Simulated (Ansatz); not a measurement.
# NaLiMgSe2: complex band structure, part 2 of 4

Aim: relax a made-up compound, NaLiMgSe2, and see how good a tunnel barrier it would be. It is built by putting Se for S, Mg for Zn in the NaLiZnS2 structure of space group P3m1, with the volume rescaled by atomic radii. The parent structure comes from the Materials Project.

Ansatz 0.2.0; r2SCAN DFT, plane waves, PAW files (the session's first sound run).

So far. Step 2 (Relaxing the new crystal): The largest force component on a free atom ends at 0.0095 eV/Å.

The structure was built from a prototype and need not be the compound's stable phase.

### 3. The bulk crystal and its band edges

The energy window and the wavevectors of the next steps follow from the band edges, so these are searched first, off the mesh as well.

input.yaml reads:

```yaml
crystal:
  lattice:
    - [4.2560024524, 0.0, 0.0]
    - [-2.1280012262, 3.6858062423, 0.0]
    - [0.0, 0.0, 7.1102962061]
  atoms:
    - { symbol: Na, position: [0.0, 0.0, 0.0292537303] }
    - { symbol: Li, position: [0.3333333333, 0.6666666667, 0.3445509736] }
    - { symbol: Mg, position: [0.6666666667, 0.3333333333, 0.6196368784] }
    - { symbol: Se, position: [0.3333333333, 0.6666666667, 0.7432258082] }
    - { symbol: Se, position: [0.6666666667, 0.3333333333, 0.2633326094] }
kpoints:
  mp_grid: { grid: [6, 6, 4] }
  band_path: { path: [VBM, CBM], npoints: 30 }
scf:
  occupations: { method: fixed }
hamiltonian:
  xc: r2scan
output:
  eigenvalues: true
  write_potential: true
  write_density: true
  volumetric_format: npy
  elf: true
```

The run is started by

```sh
$ ansatz run input.yaml --threads 2 --pin off --max-ram 4096MiB --backend cpu --events-out ev --progress --plain --runs-dir out
```

Numbers of over 12 decimals in the logs are rounded to 6 here.

What it wrote:

```text
[...]
Crystal: 5 atoms, lattice volume = 111.538 Å³
Basis set: ecut = 500 eV, 2791 PW (Γ), exchange–correlation on 128×128×216 points (64 copies of the dense FFT grid, shifted against one another)
Bands: 33, of which v1, the nominal top of the filled ones, is band 27 counted from 1 (26 counted from 0)
Symmetry: 6 space group operations
[...]
k-points: 24 of 144 (time reversal used)
[...]
SCF iter   1: F=—  HF=-14583.490098 eV  |F-HF|=—  |Δ(HF+E_count)|=         —  Δρ=5.83e-3  dr2=3.36e-2  dr2_τ=1.34e-2  ethr=1.77e-3  ⟨swp⟩=4.9  Hψ=2644  notcnv=0  defer=91
[...]
SCF iter   7: F=-14583.548199 eV  HF=-14583.548199 eV  |F-HF|=4.60e-10  |Δ(HF+E_count)|=   8.67e-8  Δρ=3.99e-6  dr2=2.41e-8  dr2_τ=9.16e-10  ethr=1.85e-10  ⟨swp⟩=8.5  Hψ=3293  notcnv=0
SCF 1 converged in 7 iterations: F = -14583.548199 eV  dr2 = 2.41e-8
[...]
NSCF: frozen V_eff on 34 k-points
[...]
SCF converged after 7 iterations
Free energy (F): -14583.548199 eV
[...]
Internal energy: -14583.548199 eV  (E = F + TS)
E sigma→0 (E₀):  -14583.548199 eV
Fermi energy:    4.105621 eV
[...]
--- Band table (eV; the first three rows and the last of 24) ---
  k-point 0: bands = [... 23 lower, 3.1106, 3.8429, 4.1056, 4.1056, 6.9320, 9.1228, 10.9169, 10.9169, ... 2 higher]
  k-point 1: bands = [... 23 lower, 3.1277, 3.2068, 4.0810, 4.0810, 7.4462, 9.3025, 10.8631, 10.8631, ... 2 higher]
  k-point 2: bands = [... 23 lower, 3.1457, 3.1457, 4.0556, 4.0556, 7.8514, 9.6482, 10.8370, 10.8370, ... 2 higher]
  k-point 23: bands = [... 23 lower, 1.9896, 2.2972, 3.2147, 3.4897, 9.2209, 9.3431, 9.7050, 11.1045, ... 2 higher]
```

Wall time 18 s (2 threads of Intel Xeon Platinum 8488C (Sapphire Rapids), shared host); peak memory 0.63 GiB; 36 s of CPU time.

Numbers from this step:

```yaml
fermi_energy: 4.106 eV
gap_on_the_k_mesh: 2.826 eV
gap_on_path: 2.826 eV, by band count; negative where bands overlap
direct_gap_on_path: 2.826 eV
edge_places_on_path: 0, 0 1/A along the path
```

Levels at VBM (eV): -3.29, -0.99, -0.99, -0.26, 0.00, 0.00, 2.83, 5.02, 6.81, 6.81, 7.38, 7.63.

Electrostatic potential energy in the ac plane at fractional y = 0.333, with atoms of Mg and Se within 0.2 Å of it. With pseudopotentials it is smooth inside the atoms' cores, unlike the true potential.

Values in eV, 23 rows by 14 columns, each cell a mean:
```
  7   7   6   7   7   8   8   9   9   9   9   9   8   8
  8   7   7   7   8   8   8   9   9   9   9   9   8   8
  8   8   7   7   8   8   8   8   8   8   8   8   8   8
  8   7   7   7   7   8   8   7   7   6   6   7   8   8
  7   6   6   6   7   7   7   5   4   3   3   5   6   7
  6   6   5   5   6   6   5   1  -2  -5  -3   0   4   6
  6   6   6   6   6   5   2  -5 -16 -27 -21  -8   1   4
  6   7   7   7   6   4   0 -17 -34 -37 -36 -24  -4   3
  6   7   8   8   7   4  -1 -22 -37 -37 -37 -28  -5   2
  7   8   8   8   7   4   0 -15 -33 -37 -36 -21  -3   3
  7   8   8   8   7   6   3  -4 -14 -21 -17  -6   1   5
  8   8   8   8   8   7   5   3   0  -2  -1   2   5   7
  8   8   8   8   8   8   7   5   3   2   3   5   7   8
  8   8   7   8   8   8   7   3  -2  -5  -4   2   6   8
  8   8   7   7   8   7   4  -8 -13 -12 -13 -10   1   7
  8   8   7   8   8   6  -1 -13  -8  -3  -6 -12  -6   5
  8   8   8   8   8   6  -5 -12  -3   1  -1  -9  -9   4
  8   8   8   8   8   6  -3 -12  -6  -1  -4 -11  -7   4
  8   8   8   8   8   7   3  -9 -12 -10 -12 -11   0   6
  8   8   7   7   8   8   7   1  -5  -8  -6   0   6   8
  7   7   6   7   7   8   8   7   6   5   5   7   8   8
  7   6   6   6   7   8   8   9   9   8   9   9   8   8
  7   6   6   6   7   8   8   9   9   9   9   9   8   8
```
Columns run along a (4.3 Å; values clipped at the 3rd and 97th percentile), rows up along c (7.1 Å). Atoms in or near the plane, at fractional coordinates: Mg at (0.67, 0.62), Se at (0.67, 0.26).

Valence density in the ac plane at fractional y = 0.333, with atoms of Mg and Se within 0.2 Å of it. It is the smooth field of the valence electrons, not physical close to the nuclei.

Ten steps, logarithmic in the rise over the least value, from '0' (0 e/Å³) to '9' (35 e/Å³), each cell a mean:
```
00000000000000
00000000000000
00000000000000
00000000000000
00110000000000
01110000000000
01110000233100
00000002687300
00000003798410
00000002576300
00000000233100
00000000010000
00000001111100
00000011222110
00000012344211
00000113687421
00000124898521
00000124787521
00000012454311
00000011222110
00000000111000
00000000000000
00000000000000
```
Columns run along a (4.3 Å), rows up along c (7.1 Å). Atoms in or near the plane, at fractional coordinates: Mg at (0.67, 0.62), Se at (0.67, 0.26).

ELF in the ac plane at fractional y = 0.333, with atoms of Mg and Se within 0.2 Å of it. It is the smooth field of the valence electrons, not physical close to the nuclei.

Values, 23 rows by 14 columns, each cell a mean:
```
0.04 0.04 0.04 0.04 0.04 0.04 0.03 0.03 0.04 0.05 0.05 0.04 0.03 0.03
0.18 0.20 0.21 0.21 0.20 0.14 0.08 0.04 0.02 0.02 0.02 0.03 0.06 0.11
0.47 0.54 0.56 0.55 0.50 0.37 0.22 0.09 0.04 0.03 0.03 0.06 0.16 0.31
0.63 0.68 0.70 0.69 0.64 0.52 0.36 0.16 0.07 0.04 0.05 0.11 0.29 0.48
0.69 0.72 0.73 0.73 0.70 0.61 0.45 0.19 0.07 0.03 0.04 0.13 0.37 0.58
0.72 0.73 0.73 0.73 0.72 0.65 0.42 0.10 0.04 0.06 0.05 0.06 0.30 0.60
0.72 0.73 0.72 0.72 0.72 0.61 0.27 0.07 0.21 0.33 0.27 0.09 0.15 0.52
0.67 0.69 0.69 0.69 0.68 0.47 0.12 0.21 0.39 0.34 0.38 0.29 0.08 0.33
0.55 0.61 0.62 0.61 0.57 0.32 0.07 0.27 0.37 0.23 0.33 0.35 0.07 0.19
0.31 0.40 0.44 0.42 0.35 0.18 0.05 0.19 0.38 0.37 0.39 0.26 0.05 0.11
0.14 0.18 0.21 0.19 0.15 0.11 0.07 0.07 0.17 0.25 0.21 0.09 0.06 0.10
0.10 0.07 0.07 0.07 0.09 0.18 0.29 0.29 0.22 0.19 0.21 0.27 0.30 0.22
0.21 0.08 0.04 0.06 0.16 0.40 0.59 0.71 0.72 0.72 0.72 0.72 0.64 0.47
0.39 0.13 0.04 0.09 0.30 0.59 0.73 0.79 0.80 0.80 0.80 0.79 0.75 0.66
0.55 0.21 0.05 0.13 0.45 0.71 0.78 0.78 0.74 0.68 0.72 0.77 0.78 0.75
0.63 0.28 0.06 0.17 0.53 0.76 0.80 0.75 0.55 0.35 0.47 0.71 0.79 0.78
0.67 0.32 0.08 0.21 0.58 0.79 0.81 0.71 0.38 0.12 0.27 0.64 0.80 0.80
0.66 0.32 0.08 0.21 0.58 0.79 0.82 0.76 0.51 0.28 0.42 0.71 0.81 0.81
0.59 0.25 0.06 0.15 0.50 0.76 0.81 0.81 0.75 0.67 0.72 0.80 0.82 0.79
0.39 0.12 0.03 0.07 0.29 0.64 0.77 0.80 0.80 0.79 0.80 0.80 0.79 0.70
0.15 0.04 0.01 0.02 0.09 0.38 0.63 0.74 0.77 0.77 0.77 0.75 0.68 0.48
0.03 0.01 0.01 0.01 0.02 0.11 0.31 0.51 0.59 0.62 0.60 0.54 0.37 0.17
0.02 0.01 0.01 0.01 0.01 0.03 0.08 0.18 0.27 0.31 0.29 0.21 0.11 0.04
```
Columns run along a (4.3 Å), rows up along c (7.1 Å). Atoms in or near the plane, at fractional coordinates: Mg at (0.67, 0.62), Se at (0.67, 0.26).

The searched edges give 2.83 eV, as on the mesh.

### 4. Complex bands, plane (100), k-mesh 6×4×6

This step: r2SCAN DFT, plane waves, PAW files; complex bands by layer matching along the plane's normal (Ansatz 0.2.0).

The same crystal is laid in a cell whose first two vectors span the (100) plane (indices of the standard conventional cell, whose axes can be ordered otherwise than in the bulk input). At fixed energy and wavevector in the plane the solver finds all kz, real and complex. A few wavevectors are listed, (0, 0) and (0.5, 0) in units of the plane's reciprocal vectors; the slowest state needn't be among them.

input.yaml reads:

```yaml
crystal:
  lattice:
    - [4.256002452, 0.0, 0.0]
    - [0.0, 7.110296206, 0.0]
    - [2.128001226, 0.0, 3.685806242]
  atoms:
    - { symbol: Na, position: [0.0, 0.0292537303, 0.0] }
    - { symbol: Li, position: [0.3333333333, 0.3445509736, 0.3333333333] }
    - { symbol: Mg, position: [0.6666666667, 0.6196368784, 0.6666666667] }
    - { symbol: Se, position: [0.3333333333, 0.7432258082, 0.3333333333] }
    - { symbol: Se, position: [0.6666666667, 0.2633326094, 0.6666666667] }
kpoints:
  mp_grid: { grid: [6, 4, 6] }
scf:
  occupations: { method: fixed }
hamiltonian:
  xc: r2scan
output:
  eigenvalues: true
  transmission:
    leads: [[0, 0]]
    kpoints: [[0.0, 0.0], [0.5, 0.0]]
    e_range: [-1.0, 3.83]
    de: 0.1
```

What it wrote:

```text
[...]
Crystal: 5 atoms, lattice volume = 111.538 Å³
Basis set: ecut = 500 eV, 2791 PW (Γ), exchange–correlation on 128×216×128 points (64 copies of the dense FFT grid, shifted against one another)
Bands: 33, of which v1, the nominal top of the filled ones, is band 27 counted from 1 (26 counted from 0)
Symmetry: 6 space group operations
[...]
k-points: 24 of 144 (time reversal used)
[...]
SCF iter   1: F=—  HF=-14583.490087 eV  |F-HF|=—  |Δ(HF+E_count)|=         —  Δρ=5.83e-3  dr2=3.36e-2  dr2_τ=1.34e-2  ethr=1.77e-3  ⟨swp⟩=4.9  Hψ=2668  notcnv=0  defer=91
[...]
SCF iter   7: F=-14583.548199 eV  HF=-14583.548199 eV  |F-HF|=1.94e-9  |Δ(HF+E_count)|=   7.05e-8  Δρ=4.52e-6  dr2=2.92e-8  dr2_τ=1.25e-9  ethr=1.85e-10  ⟨swp⟩=8.5  Hψ=3384  notcnv=0
SCF 1 converged in 7 iterations: F = -14583.548199 eV  dr2 = 2.92e-8
[...]
transmission: 5 of 10 steps passed
transmission: 10 of 10 steps passed
SCF converged after 7 iterations
Free energy (F): -14583.548199 eV
[...]
Internal energy: -14583.548199 eV  (E = F + TS)
E sigma→0 (E₀):  -14583.548199 eV
Fermi energy:    4.105626 eV
[...]
--- Band table (eV; the first three rows and the last of 24) ---
  k-point 0: bands = [... 23 lower, 3.1106, 3.8429, 4.1056, 4.1056, 6.9320, 9.1228, 10.9169, 10.9169, ... 2 higher]
  k-point 1: bands = [... 23 lower, 2.9248, 3.3910, 3.8011, 3.9590, 7.8922, 9.5484, 10.4745, 11.1480, ... 2 higher]
  k-point 2: bands = [... 23 lower, 2.4493, 2.6056, 3.4412, 3.6879, 8.3523, 9.3619, 10.2245, 11.4073, ... 2 higher]
  k-point 23: bands = [... 23 lower, 1.9896, 2.2972, 3.2147, 3.4897, 9.2209, 9.3431, 9.7050, 11.1045, ... 2 higher]
--- Transmission ---
  basis      : 311 plane waves across, 5 finite elements along
  points     : 2, as listed
  energies   : 49 from -1.000000 to 3.800000 eV about the Fermi level, 0.100000 eV apart; the leads are filled to 1.413199 eV, and channels, transmission and decay are at 1.400000 eV
  crystal 0  : Na1Li1Se2Mg1, at the sites [0, 0], period 3.6858 Å: whole cells are its period
    offset         : up to 0.0000 Å between an atom of the period and one for which it stands
    channels       : 0.000000e0 a spin
    conductance    : none, the energies end too early or step too widely for 300 K: set another output.transmission.e_range or a lower de, or, where they end at an eighth of basis.ecutwfc, a higher one
    slowest decay  : 0.2144 /Å at (0.0000, 0.0000)
```

Run time: 46 s. Hardware: 2 threads; peak memory 1.2 GiB.

This step gave:

| Item | Value |
| --- | --- |
| level to which the leads are filled | 1.413 eV from the Fermi level |
| decay constant at the filling level, zone centre | 0.2144 Å⁻¹ |
| decay constant at the filling level, slowest listed point | 0.2144 Å⁻¹ |

K parallel (0, 0); values up to 1.5 1/Å, a degenerate pair printed once or twice; energies at which all values exceed this have no row. The Im kz of the slowest decaying states by energy, zero at the highest filled level on the SCF mesh:

```tsv
energy (eV)	decay 1 (Å⁻¹)	decay 2 (Å⁻¹)	decay 3 (Å⁻¹)	decay 4 (Å⁻¹)
-1.0000	0.485	1.05	1.28	1.29
-0.8000	0.113	0.252	0.375	1.03
-0.5000	0.167	0.367	0.995	1.10
-0.3000	0.167	0.411	0.973	1.02
0.0000	0.0022	0.00319	0.283	0.419
0.2000	0.126	0.273	0.295	0.470
0.5000	0.181	0.289	0.458	0.728
0.7000	0.199	0.3	0.490	0.746
1.0000	0.213	0.316	0.522	0.766
1.2000	0.216	0.325	0.537	0.777
1.5000	0.212	0.335	0.553	0.731
1.7000	0.205	0.340	0.560	0.694
2.0000	0.188	0.345	0.567	0.638
2.2000	0.170	0.345	0.569	0.601
2.5000	0.130	0.344	0.545	0.569
2.7000	0.0835	0.340	0.508	0.567
3.0000	0.332	0.448	0.561	0.670
3.2000	0.324	0.403	0.556	0.625
3.5000	0.309	0.323	0.546	0.563
3.7000	0.252	0.296	0.523	0.538
```

K parallel (0.5, 0); values up to 1.5 1/Å, a degenerate pair printed once or twice; energies at which all values exceed this have no row. Table of Im kz of the slowest decaying states by energy, zero at the highest filled level on the SCF mesh:

```tsv
energy (eV)	decay 1 (Å⁻¹)	decay 2 (Å⁻¹)	decay 3 (Å⁻¹)	decay 4 (Å⁻¹)
-1.00	0.0446	0.289	-	-
-0.80	0.263	0.303	-	-
-0.50	0.0873	0.326	0.408	-
-0.30	0.196	0.338	0.458	-
0.00	0.27	0.352	0.508	1.48
0.20	0.300	0.360	0.530	1.46
0.40	0.319	0.368	0.548	1.44
0.70	0.335	0.381	0.566	1.41
0.90	0.339	0.389	0.575	1.39
1.20	0.339	0.399	0.583	1.35
1.40	0.335	0.403	0.586	1.33
1.60	0.330	0.406	0.587	1.30
1.90	0.319	0.408	0.586	1.27
2.10	0.310	0.407	0.583	1.24
2.40	0.293	0.402	0.576	1.20
2.60	0.279	0.398	0.569	1.17
2.80	0.262	0.392	0.561	1.15
3.10	0.233	0.380	0.547	1.10
3.30	0.208	0.370	0.535	1.07
3.60	0.160	0.351	0.515	1.02
3.80	0.112	0.337	0.499	0.991
```

At the listed wavevectors the last open channel is at -0.10 eV and the next at +2.90 eV on the grid. At +1.40 eV, the grid energy nearest the filling level (the middle of the gap on the SCF mesh), the slowest state at the listed wavevectors decays with κ = 0.214 Å⁻¹, its amplitude falling by e over 4.7 Å. Through 1 nm of this crystal that state's transmission falls by exp(−2 × 0.214 Å⁻¹ × 10 Å) = 0.014.

### 5. Decay over the two-dimensional zone

The listed points could miss the slowest state, so one energy near mid-gap is solved on a mesh of 8×4.

Edit input.yaml of step 4 so:

```diff
@@ -19,6 +19,2 @@
   eigenvalues: true
-  transmission:
-    leads: [[0, 0]]
-    kpoints: [[0.0, 0.0], [0.5, 0.0]]
-    e_range: [-1.0, 3.83]
-    de: 0.1
+  transmission: { leads: [[0, 0]], kmesh: [8, 4], e_range: [1.41, 1.42], de: 0.05 }
```

What it wrote:

```text
[...]
Crystal: 5 atoms, lattice volume = 111.538 Å³
Basis set: ecut = 500 eV, 2791 PW (Γ), exchange–correlation on 128×216×128 points (64 copies of the dense FFT grid, shifted against one another)
Bands: 33, of which v1, the nominal top of the filled ones, is band 27 counted from 1 (26 counted from 0)
Symmetry: 6 space group operations
[...]
k-points: 24 of 144 (time reversal used)
[...]
SCF iter   1: F=—  HF=-14583.490087 eV  |F-HF|=—  |Δ(HF+E_count)|=         —  Δρ=5.83e-3  dr2=3.36e-2  dr2_τ=1.34e-2  ethr=1.77e-3  ⟨swp⟩=4.9  Hψ=2668  notcnv=0  defer=91
[...]
SCF iter   7: F=-14583.548199 eV  HF=-14583.548199 eV  |F-HF|=1.94e-9  |Δ(HF+E_count)|=   7.05e-8  Δρ=4.52e-6  dr2=2.92e-8  dr2_τ=1.25e-9  ethr=1.85e-10  ⟨swp⟩=8.5  Hψ=3384  notcnv=0
SCF 1 converged in 7 iterations: F = -14583.548199 eV  dr2 = 2.92e-8
[...]
transmission: 20 of 75 steps passed
transmission: 40 of 75 steps passed
transmission: 60 of 75 steps passed
transmission: 75 of 75 steps passed
SCF converged after 7 iterations
Free energy (F): -14583.548199 eV
[...]
Internal energy: -14583.548199 eV  (E = F + TS)
E sigma→0 (E₀):  -14583.548199 eV
Fermi energy:    4.105626 eV
[...]
--- Band table (eV; the first three rows and the last of 24) ---
  k-point 0: bands = [... 23 lower, 3.1106, 3.8429, 4.1056, 4.1056, 6.9320, 9.1228, 10.9169, 10.9169, ... 2 higher]
  k-point 1: bands = [... 23 lower, 2.9248, 3.3910, 3.8011, 3.9590, 7.8922, 9.5484, 10.4745, 11.1480, ... 2 higher]
  k-point 2: bands = [... 23 lower, 2.4493, 2.6056, 3.4412, 3.6879, 8.3523, 9.3619, 10.2245, 11.4073, ... 2 higher]
  k-point 23: bands = [... 23 lower, 1.9896, 2.2972, 3.2147, 3.4897, 9.2209, 9.3431, 9.7050, 11.1045, ... 2 higher]
--- Transmission ---
  basis      : 311 plane waves across, 5 finite elements along
  points     : 15, standing for a mesh of 8 x 4
  energies   : 1 from 1.410000 to 1.410000 eV about the Fermi level; the leads are filled to 1.413199 eV, and channels, transmission and decay are at 1.410000 eV
[...]
channels       : 0.000000e0 a spin
    conductance    : none, crystal 0 has no channel at the energies, or these end too early or step too widely for 300 K: set another output.transmission.e_range or a lower de, or, where they end at an eighth of basis.ecutwfc, a higher one
    slowest decay  : 0.2142 /Å at (0.0000, 0.0000)
```

It took 30 s on 2 threads; peak memory 1.2 GiB; 59 s of CPU time.

This step gave:

| Property | Result |
| --- | --- |
| least decay constant on the mesh | 0.2142 Å⁻¹ |

Slowest decay constant (1/Å; 0 where a channel is open) over k1 and k2. At 1.4100 eV from the Fermi level.

Ten even steps from '0' (0.214) to '9' (0.381):
```
77982897
77970797
77982897
88993998
```
Columns: k1 (b1) from -0.5 to 0.375; rows upwards: k2 (b2) from -0.5 to 0.25.

The least value on the mesh is 0.214 Å⁻¹ at +1.41 eV. At that energy the listed points give about 0.214 Å⁻¹ by interpolation, so the mesh holds no clearly slower state.

[end of part 2 of 4]

[Logs are printed without paths, hosts, clocks, repeated set-up lines and the standing remarks that a program may print on its own settings, such as how far it seeks lower states.]

[Hosts, paths, dates, database ids (printed as entryN), source tags and the programs' standing remarks are cut or masked in the printed files.]
